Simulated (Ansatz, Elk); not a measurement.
# Bonding as seen by X-rays: ZnBi2Ru2

Structure refinements treat a crystal as free atoms side by side. For a made-up structure of ZnBi2Ru2 (cell and positions from a PBE relaxation) the runs below show what the calculated density changes in F(hkl).

Calculated with Elk 11.2.3 (patched build); DFT, PBE, all-electron APW+lo, Dirac cores, scalar-relativistic bands, static density, no spin.

This account leaves out most program logs.

The structure was built from a prototype and need not be the compound's stable phase.

## (1) The structure

It takes space group Cmmm (No. 65, orthorhombic). Conventional cell: a = 4.462 Å, b = 13.375 Å, c = 3.486 Å, α = 90.00°, β = 90.00°, γ = 90.00°. Nearest to Bi lie 6 Ru at 2.87 to 2.91 Å. Nearest to Ru lie 1 Zn at 2.53 Å and 2 Ru at 2.76 Å and 6 Bi at 2.87 to 2.91 Å. Nearest to Zn lie 2 Ru at 2.53 Å. Farther neighbours are not listed.

## (2) Ground state and structure factors

An all-electron density is needed, since X-rays see the cores too. Task 0 finds the density and task 195 Fourier-transforms it; tshift is off so that phases refer to the origin typed.

Input file elk.in:

```
tasks
  0
  195

xctype
  20

spinpol
  .false.

rgkmax
  7.0

gmaxvr
  14.0

lmaxo
  7

lmaxapw
  8

swidth
  0.002

tshift
  .false.

ramdisk
  .false.

hmaxvr
  5.5

maxscl
  120

epspot
  1e-06

sppath
  './'

avec
  4.21644639930 -12.63733565152 0.00000000000
  4.21644639930 12.63733565152 -0.00000000000
  0.00000000000 -0.00000000000 6.58721505645

atoms
  3
  'Bi.in'
  2
  0.6404813942 0.3595186058 0.5000000000   0.000000 0.000000 0.000000
  0.3595186058 0.6404813942 0.5000000000   0.000000 0.000000 0.000000
  'Ru.in'
  2
  0.8106858990 0.1893141010 -0.0000000000   0.000000 0.000000 0.000000
  0.1893141010 0.8106858990 0.0000000000   0.000000 0.000000 0.000000
  'Zn.in'
  1
  -0.0000000000 0.0000000000 -0.0000000000   0.000000 0.000000 0.000000

ngridk
  5 5 7
```

Started as:

```sh
$ OMP_NUM_THREADS=4 elk
```

Run time: 51 s. Hardware: 4 threads of Intel Xeon Platinum 8488C (Sapphire Rapids), shared host; peak memory 0.26 GiB; 2.6 min of CPU time.

SFACRHO.OUT:

```text

h k l indices transformed by vhmat matrix:
   1.000000000       0.000000000       0.000000000    
   0.000000000       1.000000000       0.000000000    
   0.000000000       0.000000000       1.000000000    

      h      k      l  multipl.   |H|            Re(F)            Im(F)           |F|

      0      0      0      1   0.0000000       284.00000      0.10490270E-15   284.00000    
      1     -1      0      2  0.49719225      -63.283119      0.51106190E-17   63.283119    
     -1      0      0      4  0.78545860      -40.732288      0.29234443E-13   40.732288    
      0      0     -1      2  0.95384548      -46.697574     -0.18621638E-13   46.697574    
     -2      2      0      2  0.99438449      -108.15419     -0.10821367E-16   108.15419    
     -1      2      0      4   1.0542037       87.206584     -0.20873911E-16   87.206584    
     -1      1     -1      4   1.0756493      0.13310050      0.98375316E-14  0.13310050    
     -1      0      1      8   1.2356239       141.92157     -0.48774989E-13   141.92157    
     -2      2     -1      4   1.3779048       155.76294      0.14679984E-13   155.76294    
      1     -2      1      8   1.4216774      -159.99709      0.68148143E-13   159.99709    
     -2      3      0      4   1.4491880       127.87589     -0.18542643E-16   127.87589    
     -1     -1      0      2   1.4901613       226.70099     -0.68858016E-13   226.70099    
     -3      3      0      2   1.4915767       142.08222     -0.99130774E-17   142.08222    
      0      2      0      4   1.5709172      -50.723573     -0.29242112E-13   50.723573    
      3     -2     -1      8   1.7349257       43.032692     -0.97093948E-14   43.032692    
     -1     -1      1      4   1.7692942      -45.356556      0.73980439E-13   45.356556    
      3     -3      1      4   1.7704865      -8.6188400      0.68158930E-13   8.6188400    
     -1      3      0      4   1.7914746      -95.227075     -0.20044750E-16   95.227075
```

Elk indexes on the primitive cell of elk.in and gives |H| = 4π sin θ/λ in inverse bohr. Below, one row stands for each form hkl of the conventional cell (m members, Friedel mates merged), F is for one primitive cell and the density is static (no thermal factor). Free-atom factors are Waasmaier and Kirfel's, and R is Σm||F|−|F'||/Σm|F|.

```
hkl  m  sin θ/λ (Å⁻¹)  abs F, DFT  neutral atoms   diff.
020  2          0.075      63.283         63.066  +0.217
110  4          0.118      40.732         40.911  -0.179
001  2          0.143      46.698         46.785  -0.088
040  2          0.149     108.154        108.085  +0.069
130  4          0.159      87.207         87.305  -0.099
021  4          0.162       0.133          0.140  -0.007
111  8          0.186     141.922        142.168  -0.246
041  4          0.207     155.763        156.007  -0.244
131  8          0.214     159.997        160.361  -0.364
150  4          0.218     127.876        128.500  -0.624
200  2          0.224     226.701        227.406  -0.705
060  2          0.224     142.082        142.941  -0.859
220  4          0.236      50.724         50.883  -0.159
151  8          0.261      43.033         43.620  -0.587
201  4          0.266      45.357         44.959  +0.398
061  4          0.266       8.619          8.250  +0.368
240  4          0.269      95.227         95.087  +0.140
221  8          0.276       1.515          1.528  -0.012
170  4          0.285     133.142        133.011  +0.131
002  2          0.287     208.460        208.959  -0.499
022  4          0.296      46.720         46.817  -0.097
080  2          0.299      50.225         50.193  +0.032
```

## (3) The highest occupied states alone

An energy window below the Fermi level keeps the highest occupied states, to see at which angles they scatter; shallow core shells can lie inside it and anion s states outside. No new self-consistency is needed.

Changes to elk.in since step 2:

```diff
@@ -1,3 +1,2 @@
 tasks
-  0
   195
@@ -40,2 +39,5 @@
 
+wsfac
+  -0.256330 0.594910
+
 sppath
```

Started as:

```sh
$ OMP_NUM_THREADS=4 elk
```

It took 17 s on 4 threads; peak memory 0.17 GiB; 23 s of CPU time.

States within 15 eV below the Fermi level hold 38.00 electrons; any levels below the window count with the cores. Their amplitudes can exceed the total, where window and core parts have opposite phase:

```
hkl  sin θ/λ (Å⁻¹)  abs F, window  abs F, all
020          0.075          0.189      63.283
110          0.118         11.068      40.732
001          0.143         15.002      46.698
040          0.149          6.800     108.154
130          0.159          3.387      87.207
021          0.162          3.457       0.133
111          0.186         10.870     141.922
041          0.207          8.073     155.763
131          0.214          2.804     159.997
150          0.218         11.255     127.876
```

## (4) Another functional

The difference from free atoms is small, so it is set against the change that LDA (Perdew-Wang) makes.

Changes to elk.in since step 3:

```diff
@@ -1,2 +1,3 @@
 tasks
+  0
   195
@@ -4,3 +5,3 @@
 xctype
-  20
+  3
 
@@ -39,5 +40,2 @@
 
-wsfac
-  -0.256330 0.594910
-
 sppath
```

Started as:

```sh
$ OMP_NUM_THREADS=4 elk
```

Run time: 37 s. Hardware: 4 threads; peak memory 0.2 GiB.

Against the first run R = 0.02 %; the largest change is -0.048 at 002.

## (5) Basis size

The basis and the expansions that go with it are enlarged, to see whether the differences are converged.

Changes to elk.in since step 4:

```diff
@@ -5,3 +5,3 @@
 xctype
-  3
+  20
 
@@ -11,12 +11,12 @@
 rgkmax
-  7.0
+  8.5
 
 gmaxvr
-  14.0
+  18.0
 
 lmaxo
-  7
+  9
 
 lmaxapw
-  8
+  10
```

Started as:

```sh
$ OMP_NUM_THREADS=4 elk
```

Wall time 2.3 min (4 threads); peak memory 0.47 GiB.

Against the first run R = 0.01 %; the largest change is -0.028 at 351.

## (6) Settings against the effect

```
                              run  R against the first run (%)  R against neutral atoms, low angle (%)  wall time
                    PBE, rgkmax 7                         0.00                                    0.32       51 s
                LDA (Perdew-Wang)                         0.02                                    0.32       37 s
rgkmax 8.5 with larger expansions                         0.01                                    0.31    2.3 min
```

## (7) What came out

```json
{"R against neutral atoms, sin θ/λ < 0.3 Å⁻¹": "0.32 %", "R against neutral atoms, 0.3 to 0.63 Å⁻¹": "0.11 %"}
```

Independent neutral atoms miss the calculated amplitudes by R = 0.32 % below 0.3 Å⁻¹ and 0.11 % from there to 0.63 Å⁻¹; by shells, 0.24 % below 0.15 Å⁻¹ (4 forms), 0.33 % 0.15 to 0.3 (18 forms), 0.15 % 0.3 to 0.45 (39 forms), 0.09 % above 0.45 (88 forms). Bonding, aspherical density and the tables' own atoms all enter these figures, and the runs don't part them. The largest change of an amplitude is -0.86 electrons, at 060. The window's part falls from 38.0 electrons at the origin to at most 3.18 between 0.45 and 0.63 Å⁻¹, where compact states inside the window still scatter. Below 0.3 Å⁻¹ the changes that finished (LDA (Perdew-Wang) and rgkmax 8.5 with larger expansions) move F by R = 0.01 % at most, against the 0.32 % that separates it from free atoms. The k-mesh has no finished test. These runs have no spin, though d or f shells may be open. Spin-orbit coupling is left out, which can matter for elements this heavy. Part of the difference isn't bonding: the tables are fits to free atoms and ions calculated by other methods than this functional. Thermal motion, anomalous dispersion and extinction are left out.

[Logs are printed without paths, hosts, clocks, repeated set-up lines and the standing remarks that a program may print on its own settings, such as how far it seeks lower states.]

[Hosts, paths, dates, database ids (printed as entryN), source tags and the programs' standing remarks are cut or masked in the printed files.]
